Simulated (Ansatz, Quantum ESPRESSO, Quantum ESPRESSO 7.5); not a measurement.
## In chain with one bond drawn out by 2.0 Å: ballistic transmission

Wanted: the transmission near the Fermi level and the conductance of this junction: In chain with one bond drawn out by 2.0 Å.

Method: plane-wave DFT, LDA, GBRV ultrasoft pseudopotentials (cross-check by Ansatz 0.2.0 with PAW datasets), in Quantum ESPRESSO 7.5.

### Step 1. Set-up

The cell holds 10 atoms: 10 In. Cell: a = 7.500 Å, b = 7.500 Å, c = 31.500 Å, α = 90.0°, β = 90.0°, γ = 90.0°. Regions: left lead, 5 atoms (5 In); right lead, 5 atoms (5 In). Vacuum lies along a and b. The structure is stacked along c, and the current runs across the ab planes.

### Step 2. Self-consistent run

One periodic cell holds a stretch of lead, the junction and more lead; the atoms stay as built.

scf.in reads:

```
&control
  prefix = 'scf'
  outdir = './out'
  pseudo_dir = './pseudo'
  calculation = 'scf'
  tprnfor = .true.
/
&system
  ibrav = 0
  nat = 10
  ntyp = 1
  ecutwfc = 34
  ecutrho = 170
  occupations = 'smearing'
  smearing = 'mv'
  degauss = 0.01
/
&electrons
  conv_thr = 1e-07
  mixing_beta = 0.25
  electron_maxstep = 120
  mixing_mode = 'local-TF'
/
ATOMIC_SPECIES
  In  114.8180  in_lda_v1.4.uspp.F.UPF
CELL_PARAMETERS angstrom
  7.50000000000000 0.00000000000000 0.00000000000000
  0.00000000000000 7.50000000000000 0.00000000000000
  0.00000000000000 0.00000000000000 31.50000000000000
ATOMIC_POSITIONS crystal
  In  0.500000000000 0.500000000000 0.000000000000
  In  0.500000000000 0.500000000000 0.093650793651
  In  0.500000000000 0.500000000000 0.187301587302
  In  0.500000000000 0.500000000000 0.280952380952
  In  0.500000000000 0.500000000000 0.374603174603
  In  0.500000000000 0.500000000000 0.531746031746
  In  0.500000000000 0.500000000000 0.625396825397
  In  0.500000000000 0.500000000000 0.719047619048
  In  0.500000000000 0.500000000000 0.812698412698
  In  0.500000000000 0.500000000000 0.906349206349
K_POINTS automatic
  1 1 3 0 0 0
```

Launch:

```sh
OMP_NUM_THREADS=1 mpirun -n 4 pw.x -nk 1 -in scf.in > scf.out
```

The program printed:

```text
Program PWSCF v.7.5 starts
[citation notice left out]

     Parallel version (MPI & OpenMP), running on       4 processor cores
     Number of MPI processes:                 4
     Threads/MPI process:                     1

     MPI processes distributed on     1 nodes
[...]
Current dimensions of program PWSCF are:
     Max number of different atomic species (ntypx) = 10
     Max number of k-points (npk) =  40000
     Max angular momentum in pseudopotentials (lmaxx) =  4
     Message from routine setup:
     using ibrav=0 with symmetry is DISCOURAGED, use correct ibrav instead

     R & G space division:  proc/nbgrp/npool/nimage =       4
     Subspace diagonalization in iterative solution of the eigenvalue problem:
     a serial algorithm will be used

     Parallelization info
     --------------------
     sticks:   dense  smooth     PW     G-vecs:    dense   smooth      PW
     Min         677     544    138               111875    80112   10192
     Max         678     545    139               111896    80127   10203
     Sum        2709    2177    553               447523   320469   40783

     Using Slab Decomposition

     bravais-lattice index     =            0
     lattice parameter (alat)  =      14.1729  a.u.
     unit-cell volume          =   11957.2052 (a.u.)^3
     number of atoms/cell      =           10
     number of atomic types    =            1
     number of electrons       =       130.00
     number of Kohn-Sham states=           78
     kinetic-energy cutoff     =      34.0000  Ry
     charge density cutoff     =     170.0000  Ry
     scf convergence threshold =      1.0E-07
     mixing beta               =       0.2500
     number of iterations used =            8  local-TF  mixing
     Exchange-correlation=  SLA  PZ   NOGX NOGC
                           (   1   1   0   0   0   0   0)

     celldm(1)=  14.172946  celldm(2)=   0.000000  celldm(3)=   0.000000
     celldm(4)=   0.000000  celldm(5)=   0.000000  celldm(6)=   0.000000

     crystal axes: (cart. coord. in units of alat)
               a(1) = (   1.000000   0.000000   0.000000 )
               a(2) = (   0.000000   1.000000   0.000000 )
               a(3) = (   0.000000   0.000000   4.200000 )

     reciprocal axes: (cart. coord. in units 2 pi/alat)
               b(1) = (  1.000000  0.000000  0.000000 )
               b(2) = (  0.000000  1.000000  0.000000 )
               b(3) = (  0.000000  0.000000  0.238095 )

     PseudoPot. # 1 for In read from file:
     ./pseudo/in_lda_v1.4.uspp.F.UPF
     Pseudo is Ultrasoft + core correction, Zval = 13.0
     Generated by new atomic code, or converted to UPF format
     Using radial grid of  889 points,  6 beta functions with:
                l(1) =   0
                l(2) =   0
                l(3) =   1
                l(4) =   1
                l(5) =   2
                l(6) =   2
     Q(r) pseudized with  6 coefficients,  rinner =    1.400   1.400   1.400
                                                       1.400   1.400

     atomic species   valence    mass     pseudopotential
     In               13.00   114.81800     In( 1.00)

      8 Sym. Ops. (no inversion) found

   Cartesian axes

     site n.     atom                  positions (alat units)
         1        In     tau(   1) = (   0.5000000   0.5000000   0.0000000  )
         2        In     tau(   2) = (   0.5000000   0.5000000   0.3933333  )
         3        In     tau(   3) = (   0.5000000   0.5000000   0.7866667  )
         4        In     tau(   4) = (   0.5000000   0.5000000   1.1800000  )
         5        In     tau(   5) = (   0.5000000   0.5000000   1.5733333  )
         6        In     tau(   6) = (   0.5000000   0.5000000   2.2333333  )
         7        In     tau(   7) = (   0.5000000   0.5000000   2.6266667  )
         8        In     tau(   8) = (   0.5000000   0.5000000   3.0200000  )
         9        In     tau(   9) = (   0.5000000   0.5000000   3.4133333  )
        10        In     tau(  10) = (   0.5000000   0.5000000   3.8066667  )

     number of k points=     2  Marzari-Vanderbilt smearing, width (Ry)=  0.0100
                       cart. coord. in units 2pi/alat
        k(    1) = (   0.0000000   0.0000000   0.0000000), wk =   0.6666667
        k(    2) = (   0.0000000   0.0000000   0.0793651), wk =   1.3333333

     Dense  grid:   447523 G-vectors     FFT dimensions: (  60,  60, 250)

     Smooth grid:   320469 G-vectors     FFT dimensions: (  54,  54, 225)

     Estimated max dynamical RAM per process >     492.32 MB

     Estimated total dynamical RAM >       1.92 GB

     Check: negative core charge=   -0.000001

     Initial potential from superposition of free atoms

     starting charge     115.0000, renormalised to     130.0000

     negative rho (up, down):  1.510E-02 0.000E+00
     Starting wfcs are   90 randomized atomic wfcs

     total cpu time spent up to now is        1.9 secs

     per-process dynamical memory:   131.2 Mb

     Self-consistent Calculation

     iteration #  1     ecut=    34.00 Ry     beta= 0.25
     Davidson diagonalization with overlap
     ethr =  1.00E-02,  avg # of iterations =  3.0

     negative rho (up, down):  4.583E-01 0.000E+00

     total cpu time spent up to now is        7.7 secs

     total energy              =   -1337.96310940 Ry
     estimated scf accuracy    <      52.43233447 Ry

     iteration #  2     ecut=    34.00 Ry     beta= 0.25
[...]
negative rho (up, down):  1.636E+00 0.000E+00

[...]
total energy              =   -1325.76806874 Ry
     estimated scf accuracy    <      28.02193719 Ry

     iteration #  3     ecut=    34.00 Ry     beta= 0.25
[...]
negative rho (up, down):  1.762E+00 0.000E+00

[...]
total energy              =   -1330.21968603 Ry
     estimated scf accuracy    <       1.91230697 Ry

     iteration #  4     ecut=    34.00 Ry     beta= 0.25
[...]
negative rho (up, down):  1.611E+00 0.000E+00

[...]
total energy              =   -1330.02980125 Ry
     estimated scf accuracy    <       0.92769654 Ry

     iteration #  5     ecut=    34.00 Ry     beta= 0.25
[...]
negative rho (up, down):  1.164E+00 0.000E+00

[...]
total energy              =   -1329.90197388 Ry
     estimated scf accuracy    <       0.38707401 Ry

     iteration #  6     ecut=    34.00 Ry     beta= 0.25
[...]
negative rho (up, down):  9.495E-01 0.000E+00

[...]
total energy              =   -1329.90616208 Ry
     estimated scf accuracy    <       0.06613869 Ry

     iteration #  7     ecut=    34.00 Ry     beta= 0.25
[...]
negative rho (up, down):  2.688E-01 0.000E+00

[...]
total energy              =   -1329.85083783 Ry
     estimated scf accuracy    <       0.05089995 Ry

     iteration #  8     ecut=    34.00 Ry     beta= 0.25
[...]
negative rho (up, down):  1.070E-01 0.000E+00

[...]
total energy              =   -1329.84550439 Ry
     estimated scf accuracy    <       0.00834356 Ry

     iteration #  9     ecut=    34.00 Ry     beta= 0.25
[...]
negative rho (up, down):  1.843E-02 0.000E+00

[...]
total energy              =   -1329.84202141 Ry
     estimated scf accuracy    <       0.00448258 Ry

     iteration # 10     ecut=    34.00 Ry     beta= 0.25
[...]
negative rho (up, down):  2.043E-02 0.000E+00

[...]
total energy              =   -1329.84279026 Ry
     estimated scf accuracy    <       0.00033829 Ry

     iteration # 11     ecut=    34.00 Ry     beta= 0.25
[...]
negative rho (up, down):  9.325E-03 0.000E+00

[...]
total energy              =   -1329.84289869 Ry
     estimated scf accuracy    <       0.00021608 Ry

     iteration # 12     ecut=    34.00 Ry     beta= 0.25
[...]
negative rho (up, down):  6.209E-03 0.000E+00

[...]
total energy              =   -1329.84290327 Ry
     estimated scf accuracy    <       0.00003009 Ry

     iteration # 13     ecut=    34.00 Ry     beta= 0.25
[...]
negative rho (up, down):  5.587E-03 0.000E+00

[...]
total energy              =   -1329.84291471 Ry
     estimated scf accuracy    <       0.00000389 Ry

     iteration # 14     ecut=    34.00 Ry     beta= 0.25
[...]
negative rho (up, down):  5.945E-03 0.000E+00

[...]
total energy              =   -1329.84291656 Ry
     estimated scf accuracy    <       0.00000273 Ry

     iteration # 15     ecut=    34.00 Ry     beta= 0.25
[...]
negative rho (up, down):  6.054E-03 0.000E+00

[...]
total energy              =   -1329.84291673 Ry
     estimated scf accuracy    <       0.00000080 Ry

     iteration # 16     ecut=    34.00 Ry     beta= 0.25
[...]
negative rho (up, down):  6.036E-03 0.000E+00

[...]
total energy              =   -1329.84291694 Ry
     estimated scf accuracy    <       0.00000011 Ry

     iteration # 17     ecut=    34.00 Ry     beta= 0.25
[...]
negative rho (up, down):  6.167E-03 0.000E+00

[...]
End of self-consistent calculation

          k = 0.0000 0.0000 0.0000 ( 40039 PWs)   bands (ev):

   -16.6405 -16.6403 -16.6403 -16.6402 -16.6218 -16.6181 -16.5496 -16.5496
   -16.5489 -16.5489 -16.5380 -16.4095 -16.3014 -16.3014 -16.2928 -16.2371
   -16.2369 -16.2324 -16.2324 -16.2199 -16.2196 -16.1995 -16.1992 -16.1968
   -16.1966 -16.1861 -16.1860 -16.1858 -16.1858 -16.1819 -16.1819 -16.1789
   -16.1437 -16.1437 -16.1403 -16.1403 -16.1401 -16.1401 -16.0970 -16.0970
   -16.0600 -16.0514 -16.0514 -15.9703 -15.9703 -15.9645 -15.9645 -15.9441
   -15.8191 -15.7893  -7.8120  -7.7094  -7.5904  -7.3151  -6.9700  -6.4888
    -5.9888  -5.3079  -4.6725  -3.9009  -2.4868  -1.5636  -1.5636  -1.4782
    -1.4554  -1.4554  -1.3343  -1.3343  -1.0144  -1.0144  -0.8464  -0.7005
    -0.7005  -0.2074  -0.2074   0.1821   0.1822   0.7931

          k = 0.0000 0.0000 0.0794 ( 40006 PWs)   bands (ev):

   -16.6405 -16.6403 -16.6403 -16.6402 -16.6210 -16.6190 -16.5496 -16.5496
   -16.5488 -16.5488 -16.5379 -16.4096 -16.3014 -16.3014 -16.2926 -16.2371
   -16.2369 -16.2323 -16.2323 -16.2199 -16.2196 -16.1995 -16.1992 -16.1968
   -16.1966 -16.1861 -16.1860 -16.1858 -16.1858 -16.1819 -16.1819 -16.1791
   -16.1438 -16.1438 -16.1403 -16.1403 -16.1401 -16.1401 -16.0970 -16.0970
   -16.0599 -16.0514 -16.0514 -15.9703 -15.9703 -15.9645 -15.9645 -15.9442
   -15.8191 -15.7893  -7.8103  -7.7166  -7.5793  -7.3280  -6.9527  -6.5137
    -5.9542  -5.3552  -4.6123  -3.9547  -2.3826  -1.7034  -1.5579  -1.5579
    -1.4750  -1.4750  -1.3065  -1.3065  -1.0476  -1.0476  -0.6569  -0.6569
    -0.5567  -0.2657  -0.2657   0.2510   0.2511   0.3147

     the Fermi energy is    -1.4427 ev

!    total energy              =   -1329.84291706 Ry
     estimated scf accuracy    <       0.00000004 Ry
     smearing contrib. (-TS)   =      -0.00515267 Ry
     internal energy E=F+TS    =   -1329.83776439 Ry

     The total energy is F=E-TS. E is the sum of the following terms:
     one-electron contribution =   -1452.94826525 Ry
     hartree contribution      =     778.54391565 Ry
     xc contribution           =    -370.01973783 Ry
     ewald contribution        =    -285.41367696 Ry

     convergence has been achieved in  17 iterations

     negative rho (up, down):  6.167E-03 0.000E+00

     Forces acting on atoms (cartesian axes, Ry/au):

     atom    1 type  1   force =     0.00000000    0.00000000    0.00289615
     atom    2 type  1   force =     0.00000000    0.00000000    0.00699863
     atom    3 type  1   force =     0.00000000    0.00000000    0.00605028
     atom    4 type  1   force =     0.00000000    0.00000000   -0.01538206
     atom    5 type  1   force =     0.00000000    0.00000000   -0.00155348
     atom    6 type  1   force =     0.00000000    0.00000000    0.00155879
     atom    7 type  1   force =     0.00000000    0.00000000    0.01537692
     atom    8 type  1   force =     0.00000000    0.00000000   -0.00605124
     atom    9 type  1   force =     0.00000000    0.00000000   -0.00700682
     atom   10 type  1   force =     0.00000000    0.00000000   -0.00288716

     Total force =     0.025805     Total SCF correction =     0.000250

[...]
=------------------------------------------------------------------------------=
   JOB DONE.
=------------------------------------------------------------------------------=
```

It took 80 s on 4 MPI ranks of Arm Neoverse V2, shared host; peak memory 2 GiB.

Numbers from this step:

| Property | Result |
| --- | --- |
| free energy | -18093.4346 eV |
| Fermi energy | -1.443 eV |

The program's own clock; routines nest. Time by routine:

| routine | wall time (s) | calls |
| --- | --- | --- |
| PWSCF | 79.81 | 1 |
| electrons | 76.89 | 1 |
| c_bands | 48.84 | 17 |
| cegterg | 47.79 | 34 |
| h_psi | 31.68 | 145 |
| fftw | 26.85 | 15324 |
| vloc_psi | 23.93 | 145 |
| sum_band | 13.03 | 17 |
| mix_rho | 8.89 | 17 |
| newd | 6.15 | 18 |
| calbec | 5.66 | 187 |
| ffts | 5.4 | 2003 |
| h_psi:calbec | 3.76 | 145 |
| add_vuspsi | 3.75 | 145 |

The run needed 17 iterations to bring the estimated error under 1e-07 Ry; the largest force on any atom, held or free, is 0.40 eV/Å.

(Continued in part 2 of 4.)

[Logs are printed without paths, hosts, clocks, repeated set-up lines and the standing remarks that a program may print on its own settings, such as how far it seeks lower states.]

[Hosts, paths, dates, database ids (printed as entryN), source tags and the programs' standing remarks are cut or masked in the printed files.]

[Maps of the electrostatic potential energy from Ansatz leave out the sawtooth potential of an applied field or a dipole correction, so their vacuum need not be flat; planar profiles and work functions include it.]
